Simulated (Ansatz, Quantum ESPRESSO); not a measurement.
**Equation of state of fcc Ni**

How stiff is fcc Ni under hydrostatic load? Each row relaxes cell and atoms at a set pressure. The phase is followed to these pressures whether or not it stays the stable one.

Calculated with Ansatz 0.2.0, PBEsol, PAW files of the set soft_1, cutoff 600 eV, Fermi–Dirac smearing 0.05 eV, k-mesh 21×21×21, ferromagnetic start, no spin-orbit coupling.

Reference cell, relaxed at zero pressure with PBEsol (Fm-3m): a = 2.4485 Å, b = 2.4485 Å, c = 2.4485 Å, α = 60.00°, β = 60.00°, γ = 60.00°.

```csv
atom,x,y,z
Ni,0.0000,0.0000,0.0000
```

```
V (Å³/atom)    V/V0  P (GPa)  E − E0 (meV/atom)
    10.5709  1.0184   −4.001                2.4
    10.1674  0.9795    5.003                3.3
     9.9784  0.9613    9.993               12.0
     9.6515  0.9298   19.996               42.3
     9.3758  0.9033   30.009               85.1
```

V0 = 10.3797 Å³ an atom, where the residual pressure P0 is +0.006 GPa. **Question.** Fit the Birch–Murnaghan law and give the pressure and the energy at V = 9.8069 Å³ an atom, a row left out above.

With the Eulerian strain f = ½[(V0/V)^(2/3) − 1] and F = (P − P0)/[3f(1 + 2f)^(5/2)], the third-order law is the line F = B0 + (3/2) B0 (B′ − 4) f.

```
       f  F (GPa)
 0.03508   240.61
 0.02484   237.59
 0.01332   234.08
 0.00694   232.01
−0.00605   227.69
```

A straight line through the 5 rows: the means are 0.01483 for f and 234.4 for F, Σ(Δx)² = 0.001011 and ΣΔxΔy = 0.3171, so the slope is 0.3171/0.001011 = 313.75 and the intercept 234.4 − (313.75)(0.01483) = 229.74.

Hence B0 = 229.7 GPa and B′ = 4 + (313.8)/(1.5 × 229.7) = 4.91. For the withheld volume f = 0.01928, F = 235.79 GPa and P = 15.00 GPa. The run itself gives 15.01 GPa, so the estimate misses by 0.01 GPa, a rounding's worth.

Integrating the same law gives E − E0 = (9/2) B0 V0 f²[1 + (B′ − 4) f] + P0(V0 − V), with 1 GPa Å³ = 6.2415 meV: 25.4 meV an atom. The run itself gives 25.4 meV, so the estimate misses by 0.0 meV, a rounding's worth.

The same fit over all rows at other levels or in other programs gives B0 = 228 GPa with PBEsol (Quantum ESPRESSO, GBRV).

Measured volume: 10.941 Å³ an atom (doi:10.1007/BF01174717, 293 K), so V0 is −5.1 % off. A stiffness follows the volume as d ln B/d ln V = −B′, which moves B0 by about −23 % when it is taken at the measured volume.

The calculation is for a static lattice, while measurements hold thermal and zero-point motion.

[Logs are printed without paths, hosts, clocks, repeated set-up lines and the standing remarks that a program may print on its own settings, such as how far it seeks lower states.]
